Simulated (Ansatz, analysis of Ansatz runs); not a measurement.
# Interstitial H in hcp Sc, hop from a tetrahedral to the next octahedral site: migration barrier, PBE-D3(BJ), part 2 of 2

Subject: interstitial H in hcp Sc, hop from a tetrahedral to the next octahedral site. Wanted: its migration barrier, in one set-up (PBE-D3(BJ), 36-site cell, PBE-D3(BJ) lattice, 420 eV, k: 3x3x3 Gamma-centred). The model is a cell of 36 host atoms with 1 H put in. The barrier is the energy of the highest image of a climbing band over the relaxed site that the atom leaves.

Ansatz 0.2.0; PBE-D3(BJ), 36-site cell, PBE-D3(BJ) lattice, 420 eV, k: 3x3x3 Gamma-centred.

So far: The starting structure; Relaxation, charge 0.

## 3. Nudged elastic band

A band of images joins the two ends; its highest image climbs to the saddle, whose energy over the site left is the barrier.

This step: plane-wave PAW DFT, PBE-D3(BJ); nudged elastic band between two relaxed defect structures at fixed charge.

File neb/input.yaml:

```yaml
crystal:
  lattice:
    - [9.81027882, 0.0, 0.0]
    - [-4.90513941, 8.49595068, 0.0]
    - [0.0, 0.0, 10.12447522]
  atoms:
    - { symbol: Sc, position: [0.111417683, 0.222584767, 0.126216889] }
    - { symbol: Sc, position: [0.221540058, 0.109746783, 0.375506209] }
    - { symbol: Sc, position: [0.110658713, 0.221700754, 0.625231501] }
    - { symbol: Sc, position: [0.222514541, 0.11169575, 0.876068517] }
    - { symbol: Sc, position: [0.111417683, 0.555499582, 0.126216889] }
    - { symbol: Sc, position: [0.220966141, 0.443816404, 0.375705019] }
    - { symbol: Sc, position: [0.110658713, 0.555624625, 0.625231501] }
    - { symbol: Sc, position: [0.22050718, 0.443586923, 0.874279187] }
    - { symbol: Sc, position: [0.111111111, 0.888888889, 0.124787181] }
    - { symbol: Sc, position: [0.221540058, 0.778459942, 0.375506209] }
    - { symbol: Sc, position: [0.111111111, 0.888888889, 0.626464107] }
    - { symbol: Sc, position: [0.222514541, 0.777485459, 0.876068517] }
    - { symbol: Sc, position: [0.444500418, 0.222584767, 0.126216889] }
    - { symbol: Sc, position: [0.555244692, 0.110955679, 0.375563015] }
    - { symbol: Sc, position: [0.444375375, 0.221700754, 0.625231501] }
    - { symbol: Sc, position: [0.555337399, 0.111002033, 0.875982886] }
    - { symbol: Sc, position: [0.444444444, 0.555555556, 0.1150286] }
    - { symbol: Sc, position: [0.556183596, 0.443816404, 0.375705019] }
    - { symbol: Sc, position: [0.444444444, 0.555555556, 0.625994582] }
    - { symbol: Sc, position: [0.556413077, 0.443586923, 0.874279187] }
    - { symbol: Sc, position: [0.444500418, 0.888582317, 0.126216889] }
    - { symbol: Sc, position: [0.556183596, 0.779033859, 0.375705019] }
    - { symbol: Sc, position: [0.444375375, 0.889341287, 0.625231501] }
    - { symbol: Sc, position: [0.556413077, 0.77949282, 0.874279187] }
    - { symbol: Sc, position: [0.777777778, 0.222222222, 0.126443257] }
    - { symbol: Sc, position: [0.889044321, 0.110955679, 0.375563015] }
    - { symbol: Sc, position: [0.777777778, 0.222222222, 0.625460528] }
    - { symbol: Sc, position: [0.888997967, 0.111002033, 0.875982886] }
    - { symbol: Sc, position: [0.777415233, 0.555499582, 0.126216889] }
    - { symbol: Sc, position: [0.889044321, 0.444755308, 0.375563015] }
    - { symbol: Sc, position: [0.778299246, 0.555624625, 0.625231501] }
    - { symbol: Sc, position: [0.888997967, 0.444662601, 0.875982886] }
    - { symbol: Sc, position: [0.777415233, 0.888582317, 0.126216889] }
    - { symbol: Sc, position: [0.890253217, 0.778459942, 0.375506209] }
    - { symbol: Sc, position: [0.778299246, 0.889341287, 0.625231501] }
    - { symbol: Sc, position: [0.88830425, 0.777485459, 0.876068517] }
    - { symbol: H, position: [0.444444444, 0.555555556, 0.425316909] }
basis:
  ecutwfc: 420
  xc_grid: 2
hamiltonian:
  xc: pbe
  dispersion: d3bj
kpoints:
  mp_grid: { grid: [3, 3, 3] }
scf:
  occupations: { method: methfessel_paxton, width: 0.1 }
  max_iter: 120
output:
  forces: true
neb:
  images: 3
  f_tol: 0.04
  climbing: true
  initial_path: idpp
  max_iterations: 45
  order_check: false
  final_atoms:
    - { symbol: Sc, position: [0.110953445, 0.222097256, 0.126838034] }
    - { symbol: Sc, position: [0.222187749, 0.111042164, 0.37642576] }
    - { symbol: Sc, position: [0.11107292, 0.222156993, 0.624894056] }
[... 2 atom lines left out ...]
    - { symbol: Sc, position: [0.222187749, 0.444386651, 0.37642576] }
    - { symbol: Sc, position: [0.111225774, 0.555348626, 0.624760847] }
[... 7 atom lines left out ...]
    - { symbol: Sc, position: [0.444417407, 0.222156993, 0.624894056] }
[... 1 atom line left out ...]
    - { symbol: Sc, position: [0.444477144, 0.555620955, 0.126838034] }
    - { symbol: Sc, position: [0.555532236, 0.444386651, 0.37642576] }
    - { symbol: Sc, position: [0.444417407, 0.55550148, 0.624894056] }
[... 2 atom lines left out ...]
    - { symbol: Sc, position: [0.555379382, 0.77742543, 0.376558969] }
    - { symbol: Sc, position: [0.444782755, 0.889011911, 0.626427557] }
[... 7 atom lines left out ...]
    - { symbol: Sc, position: [0.777456185, 0.555348626, 0.624760847] }
[... 3 atom lines left out ...]
    - { symbol: Sc, position: [0.777562489, 0.889011911, 0.626427557] }
[... 1 atom line left out ...]
    - { symbol: H, position: [0.333302578, 0.333271822, 0.500659908] }
```

On the command line:

```console
$ ansatz run input.yaml --threads 4 --pin off --max-ram 14131MiB --backend cpu --events-out ev --progress --plain --runs-dir out
```

Numbers of over 12 decimals in the logs are rounded to 6 here.

Output:

```text
[...]
Warning: neb: disabling space-group detection — the band's intermediate images generally break the endpoint symmetry, so no spatial operation reduces the k-mesh or symmetrises the density, except that a semilocal band can use its path's symmetry ahead of [...]
[...]
parallel-image band execution: 2 concurrent image workers
NEB image 0
Crystal: 37 atoms, lattice volume = 843.851 Å³
Basis set: ecut = 420 eV, 16533 PW (Γ), exchange–correlation on 144×144×144 points (8 copies of the dense FFT grid, shifted against one another)
Bands: 239, of which v1, the nominal top of the filled ones, is band 199 counted from 1 (198 counted from 0)
Symmetry: 1 space group operations
k-points: 14 of 27 (time reversal used)
[...]
SCF iter   1: F=—  HF=-76920.451971 eV  |F-HF|=—  |Δ(HF+E_count)|=         —  Δρ=4.21e-3  dr2=7.80e-1  ethr=1.77e-3  ⟨swp⟩=8.7  Hψ=15962  notcnv=0
[...]
SCF iter   8: F=-76920.410929 eV  HF=-76920.410929 eV  |F-HF|=6.90e-9  |Δ(HF+E_count)|=   4.16e-9  S|Δr|=    0.00e0  Δρ=7.05e-7  dr2=1.03e-8  ethr=2.52e-11  ⟨swp⟩=4.2  Hψ=8958  notcnv=0
SCF 1 converged in 8 iterations: F = -76920.410929 eV  dr2 = 1.03e-8
[...]
NSCF: frozen V_eff on 14 k-points
NEB image 4
SCF iter   1: F=—  HF=-76920.318690 eV  |F-HF|=—  |Δ(HF+E_count)|=         —  Δρ=3.82e-3  dr2=5.72e-1  ethr=1.77e-3  ⟨swp⟩=9.7  Hψ=16306  notcnv=0  defer=1
[...]
SCF iter   7: F=-76920.285761 eV  HF=-76920.285761 eV  |F-HF|=3.05e-8  |Δ(HF+E_count)|=   2.02e-8  S|Δr|=    0.00e0  Δρ=2.09e-6  dr2=5.57e-8  ethr=2.52e-11  ⟨swp⟩=3.0  Hψ=10588  notcnv=0
SCF 2 converged in 7 iterations: F = -76920.285761 eV  dr2 = 5.57e-8
[...]
NEB end point (image 0): max|allowed force component| = 1.136e-2 eV/Å (the criterion of neb.relax_end_points is 1.000e-2)
NEB end point (image 4): max|allowed force component| = 1.870e-2 eV/Å (the criterion of neb.relax_end_points is 1.000e-2)
NEB image 1
SCF iter   1: F=—  HF=-76920.025183 eV  |F-HF|=—  |Δ(HF+E_count)|=         —  Δρ=3.95e-3  dr2=5.47e-1  ethr=1.77e-3  ⟨swp⟩=10.1  Hψ=16875  notcnv=0
[...]
SCF iter   8: F=-76919.991481 eV  HF=-76919.991481 eV  |F-HF|=4.63e-9  |Δ(HF+E_count)|=   1.63e-9  S|Δr|=    0.00e0  Δρ=6.53e-7  dr2=7.76e-9  ethr=2.52e-11  ⟨swp⟩=3.8  Hψ=7408  notcnv=0
SCF 3 converged in 8 iterations: F = -76919.991481 eV  dr2 = 7.76e-9
NEB image 2
SCF iter   1: F=—  HF=-76919.716842 eV  |F-HF|=—  |Δ(HF+E_count)|=         —  Δρ=3.44e-3  dr2=2.99e-1  ethr=1.77e-3  ⟨swp⟩=10.5  Hψ=16725  notcnv=0
[...]
SCF iter   7: F=-76919.698695 eV  HF=-76919.698695 eV  |F-HF|=6.06e-8  |Δ(HF+E_count)|=   9.66e-8  S|Δr|=    0.00e0  Δρ=1.98e-6  dr2=8.55e-8  ethr=2.52e-11  ⟨swp⟩=4.7  Hψ=10161  notcnv=0
SCF 4 converged in 7 iterations: F = -76919.698695 eV  dr2 = 8.55e-8
NEB image 3
SCF iter   1: F=—  HF=-76920.026029 eV  |F-HF|=—  |Δ(HF+E_count)|=         —  Δρ=3.59e-3  dr2=4.34e-1  ethr=1.77e-3  ⟨swp⟩=10.4  Hψ=16763  notcnv=1
[...]
SCF iter   7: F=-76920.001832 eV  HF=-76920.001832 eV  |F-HF|=3.18e-8  |Δ(HF+E_count)|=   2.11e-9  S|Δr|=    0.00e0  Δρ=2.04e-6  dr2=5.67e-8  ethr=2.52e-11  ⟨swp⟩=3.2  Hψ=10576  notcnv=0
SCF 5 converged in 7 iterations: F = -76920.001832 eV  dr2 = 5.67e-8
NEB iter   1: max|band force component| = 8.907e-1 eV/Å  barrier→ = 0.7122 eV  barrier← = 0.5871 eV  Δτ_max = 0.1803 Å  (37 SCF iters)
NEB image 1
[...]
iter 1 solved again at ethr=2.65e-4 eV; its pass at ethr=3.10e-3 eV (dr2=1.05e0 eV) is discarded
SCF iter   1: F=—  HF=-76920.212602 eV  |F-HF|=—  |Δ(HF+E_count)|=         —  Δρ=5.68e-3  dr2=1.24e0  ethr=2.65e-4  ⟨swp⟩=1.4  Hψ=12771  notcnv=0
eigensolver tolerance schedule calibrated: the retry pair's looser diagonalisation under-reported the residual by θ = 0.15 (0.14/decade); [...]
SCF iter   2: F=—  HF=-76920.121980 eV  |F-HF|=—  |Δ(HF+E_count)|=   9.06e-2  S|Δr|=    0.00e0  Δρ=2.59e-3  dr2=2.09e-1  ethr=1.57e-4  ⟨swp⟩=2.0  Hψ=4086  notcnv=0
[...]
SCF iter   8: F=-76920.089666 eV  HF=-76920.089666 eV  |F-HF|=1.23e-8  |Δ(HF+E_count)|=   1.72e-8  S|Δr|=    0.00e0  Δρ=9.88e-7  dr2=1.75e-8  ethr=1.26e-11  ⟨swp⟩=3.8  Hψ=8717  notcnv=0
SCF 6 converged in 8 iterations: F = -76920.089666 eV  dr2 = 1.75e-8
NEB image 2
[...]
SCF iter   8: F=-76919.836319 eV  HF=-76919.836319 eV  |F-HF|=1.27e-8  |Δ(HF+E_count)|=   1.70e-8  S|Δr|=    0.00e0  Δρ=1.14e-6  dr2=1.96e-8  ethr=2.52e-11  ⟨swp⟩=3.9  Hψ=8752  notcnv=0
SCF 7 converged in 8 iterations: F = -76919.836319 eV  dr2 = 1.96e-8
NEB image 3
[...]
SCF iter   8: F=-76920.050822 eV  HF=-76920.050822 eV  |F-HF|=1.31e-8  |Δ(HF+E_count)|=   7.23e-9  S|Δr|=    0.00e0  Δρ=1.01e-6  dr2=1.71e-8  ethr=2.52e-11  ⟨swp⟩=3.9  Hψ=8601  notcnv=0
SCF 8 converged in 8 iterations: F = -76920.050822 eV  dr2 = 1.71e-8
NEB iter   2: max|band force component| = 7.549e-1 eV/Å  barrier→ = 0.5746 eV  barrier← = 0.4494 eV  Δτ_max = 0.0881 Å  (24 SCF iters)
NEB image 1
[...]
SCF iter   8: F=-76920.133557 eV  HF=-76920.133557 eV  |F-HF|=4.48e-9  |Δ(HF+E_count)|=   7.09e-9  S|Δr|=    0.00e0  Δρ=6.17e-7  dr2=6.54e-9  ethr=2.52e-11  ⟨swp⟩=3.3  Hψ=7020  notcnv=0
SCF 9 converged in 8 iterations: F = -76920.133557 eV  dr2 = 6.54e-9
NEB image 2
[...]
SCF iter   7: F=-76919.873085 eV  HF=-76919.873085 eV  |F-HF|=5.35e-8  |Δ(HF+E_count)|=   4.25e-8  S|Δr|=    0.00e0  Δρ=1.89e-6  dr2=7.03e-8  ethr=2.52e-11  ⟨swp⟩=4.1  Hψ=9603  notcnv=0
SCF 10 converged in 7 iterations: F = -76919.873085 eV  dr2 = 7.03e-8
NEB image 3
[...]
SCF iter   7: F=-76920.071216 eV  HF=-76920.071216 eV  |F-HF|=1.28e-8  |Δ(HF+E_count)|=   1.74e-8  S|Δr|=    0.00e0  Δρ=1.18e-6  dr2=1.95e-8  ethr=2.52e-11  ⟨swp⟩=3.9  Hψ=9397  notcnv=0
SCF 11 converged in 7 iterations: F = -76920.071216 eV  dr2 = 1.95e-8
NEB iter   3: max|band force component| = 1.535e-1 eV/Å  barrier→ = 0.5378 eV  barrier← = 0.4127 eV  CI = image 2  Δτ_max = 0.0430 Å  (22 SCF iters)
[...]
NEB iter   4: max|band force component| = 4.848e-2 eV/Å  barrier→ = 0.5327 eV  barrier← = 0.4075 eV  CI = image 2  Δτ_max = 0.0221 Å  (18 SCF iters)
NEB image 1
[...]
SCF iter   6: F=-76920.131407 eV  HF=-76920.131407 eV  |F-HF|=5.59e-9  |Δ(HF+E_count)|=   7.06e-9  S|Δr|=    0.00e0  Δρ=6.98e-7  dr2=8.03e-9  ethr=2.52e-11  ⟨swp⟩=3.6  Hψ=7218  notcnv=0
SCF 15 converged in 6 iterations: F = -76920.131407 eV  dr2 = 8.03e-9
NEB image 2
[...]
SCF iter   6: F=-76919.879386 eV  HF=-76919.879386 eV  |F-HF|=1.09e-8  |Δ(HF+E_count)|=   1.33e-8  S|Δr|=    0.00e0  Δρ=9.11e-7  dr2=1.51e-8  ethr=2.52e-11  ⟨swp⟩=3.9  Hψ=8741  notcnv=0
SCF 16 converged in 6 iterations: F = -76919.879386 eV  dr2 = 1.51e-8
NEB image 3
[...]
SCF iter   6: F=-76920.080825 eV  HF=-76920.080825 eV  |F-HF|=9.90e-9  |Δ(HF+E_count)|=   1.03e-8  S|Δr|=    0.00e0  Δρ=8.89e-7  dr2=1.40e-8  ethr=2.52e-11  ⟨swp⟩=3.8  Hψ=9212  notcnv=0
SCF 17 converged in 6 iterations: F = -76920.080825 eV  dr2 = 1.40e-8
NEB image 1
[...]
NEB image 3
[...]
NEB image 2
[...]
NEB iter   5: max|band force component| = 2.012e-2 eV/Å  barrier→ = 0.5315 eV  barrier← = 0.4064 eV  CI = image 2  Δτ_max = 0.0000 Å  (18 SCF iters)
SCF converged after 6 iterations
[...]
Free energy (F): -76919.879386 eV
[...]
Internal energy: -76919.889149 eV  (E = F + TS)
E sigma→0 (E₀):  -76919.881827 eV
Entropy (-TS):   0.009762 eV (0.264 meV/atom)
Fermi energy:    9.852547 eV
[...]
--- Forces (eV/Å), atoms counted from 1 ---
  atom   1  Sc    -0.00262380    -0.00227394     0.00143768
  atom   2  Sc     0.00013432    -0.00295534    -0.00583191
  atom   3  Sc    -0.00238690     0.00047921    -0.00681554
  [... 2 atoms left out ...]
  atom   6  Sc    -0.01987119     0.00370654     0.00004397
  atom   7  Sc    -0.00078667    -0.00052571    -0.00371007
  [... 9 atoms left out ...]
  atom  17  Sc     0.00040360     0.00069280     0.00095442
  atom  18  Sc     0.00859591     0.00568554     0.00743058
  atom  19  Sc     0.00096504     0.00395096     0.00051918
  [... 2 atoms left out ...]
  atom  22  Sc     0.00004989    -0.00537284     0.00047793
  atom  23  Sc     0.00068056    -0.00043674    -0.00130059
  [... 11 atoms left out ...]
  atom  35  Sc    -0.00098099    -0.00045232    -0.00078158
  [... 1 atom left out ...]
  atom  37  H      0.00947020    -0.00281107     0.00743211
  max |Σ_I F_I| component: 1.20e-5 eV/Å
--- Band table (eV; the first three rows and the last of 14) ---
[...]
[... further k-points left out ...]
this run last wrote the band of iteration 5 to <dir>
--- NEB band (5 images, 5 band iterations, 119 SCF iterations) ---
  forward barrier  = 0.531543 eV
  backward barrier = 0.406375 eV
  lagrangian_above_aufbau_ev (what the smearing adds, to first order; not taken off the barriers): saddle image -0.004689 eV, end points -0.008884 and -0.000532 eV
  climbing image's point = of an order that was not read
  energies are F+E_penalty+E_count in eV, relative to image 0
  image     s (Å)  Δ vs image 0  max|band force component| (eV/Å)
      0    0.0000      0.000000                                 —
      1    0.5230      0.279522                          1.120e-2
  *   2    1.0460      0.531543                          2.012e-2
      3    1.5549      0.330105                          7.832e-3
      4    2.0639      0.125168                                 —
  climbing-image geometry (image 2):
  cell:  # Å, volume = 843.8512 Å³
    - [9.81027882, 0.0, 0.0]
    - [-4.90513941, 8.49595068, 0.0]
    - [0.0, 0.0, 10.12447522]
  atoms:
    - { symbol: Sc, position: [0.110910, 0.222095, 0.125220] }
    - { symbol: Sc, position: [0.220287, 0.107255, 0.373699] }
    - { symbol: Sc, position: [0.108361, 0.221039, 0.626237] }
    - { symbol: Sc, position: [0.222647, 0.111941, 0.874525] }
    - { symbol: Sc, position: [0.110896, 0.556179, 0.123960] }
    - { symbol: Sc, position: [0.218120, 0.444938, 0.373557] }
    - { symbol: Sc, position: [0.110687, 0.556318, 0.625737] }
    - { symbol: Sc, position: [0.220376, 0.443745, 0.874798] }
    - { symbol: Sc, position: [0.111333, 0.889343, 0.124478] }
    - { symbol: Sc, position: [0.221424, 0.777101, 0.374908] }
    - { symbol: Sc, position: [0.111729, 0.890109, 0.624559] }
    - { symbol: Sc, position: [0.222617, 0.777994, 0.875624] }
    - { symbol: Sc, position: [0.444528, 0.222067, 0.125235] }
    - { symbol: Sc, position: [0.554644, 0.110264, 0.376092] }
    - { symbol: Sc, position: [0.446021, 0.221091, 0.626188] }
    - { symbol: Sc, position: [0.555575, 0.110594, 0.876346] }
    - { symbol: Sc, position: [0.444496, 0.555666, 0.119159] }
    - { symbol: Sc, position: [0.560191, 0.444903, 0.373474] }
    - { symbol: Sc, position: [0.446801, 0.560294, 0.630593] }
    - { symbol: Sc, position: [0.556690, 0.443730, 0.874812] }
    - { symbol: Sc, position: [0.444691, 0.888349, 0.127370] }
    - { symbol: Sc, position: [0.553665, 0.773994, 0.376528] }
    - { symbol: Sc, position: [0.444615, 0.889176, 0.625301] }
    - { symbol: Sc, position: [0.556481, 0.779614, 0.877461] }
    - { symbol: Sc, position: [0.778196, 0.223061, 0.126662] }
    - { symbol: Sc, position: [0.888990, 0.110293, 0.376074] }
    - { symbol: Sc, position: [0.777640, 0.221925, 0.625787] }
    - { symbol: Sc, position: [0.888342, 0.110582, 0.876379] }
    - { symbol: Sc, position: [0.778644, 0.556184, 0.123924] }
    - { symbol: Sc, position: [0.888956, 0.444569, 0.375654] }
    - { symbol: Sc, position: [0.778906, 0.556288, 0.625740] }
    - { symbol: Sc, position: [0.888832, 0.444307, 0.874922] }
    - { symbol: Sc, position: [0.777002, 0.888334, 0.127390] }
    - { symbol: Sc, position: [0.888998, 0.777080, 0.374926] }
    - { symbol: Sc, position: [0.777892, 0.889184, 0.625279] }
    - { symbol: Sc, position: [0.888697, 0.778001, 0.875597] }
    - { symbol: H, position: [0.389442, 0.445699, 0.466761] }
```

Elapsed: 47 min, on 4 threads of Arm Neoverse V1, shared host; peak memory 8.9 GiB.

Images along the path:

```tsv
image	path (Å)	energy (eV)	H37: x, y, z (Å)
0	0.000	0.0000	1.635, 4.720, 4.306
1	0.523	0.2795	1.635, 4.268, 4.528
2	1.046	0.5315	1.634, 3.787, 4.726
3	1.555	0.3301	1.635, 3.314, 4.914
4	2.064	0.1252	1.635, 2.831, 5.069
```

This step gave:

```yaml
free_energy: -76919.8794 eV
smearing_term_ts: -0.009762 eV
barrier_forward: 0.5315 eV
barrier_backward: 0.4064 eV
```

## 4. Summary of results

| Item | Value |
| --- | --- |
| migration barrier (saddle less minimum) | 0.53 eV |
| energy difference of the two ends | 0.13 eV |
| length of the hop | 2.04 Å |
| time of the whole chain | 51 min on 4 threads |

What this shows: Migration barrier: computed 0.53 eV, measured 0.54 eV; 0.01 eV below the measurement. The measured number is an Arrhenius activation energy of long-range diffusion; for H it holds zero-point energy, and trapping at vacancies and dislocations can raise it. One hop between neighbouring sites is computed at the host's lattice.

[Logs are printed without paths, hosts, clocks, repeated set-up lines and the standing remarks that a program may print on its own settings, such as how far it seeks lower states.]

[Hosts, paths, dates, database ids (printed as entryN), source tags and the programs' standing remarks are cut or masked in the printed files.]

[For some hosts the program warned that the k-mesh of the response run may be too coarse for force constants and the static dielectric constant; such warnings are not shown here.]
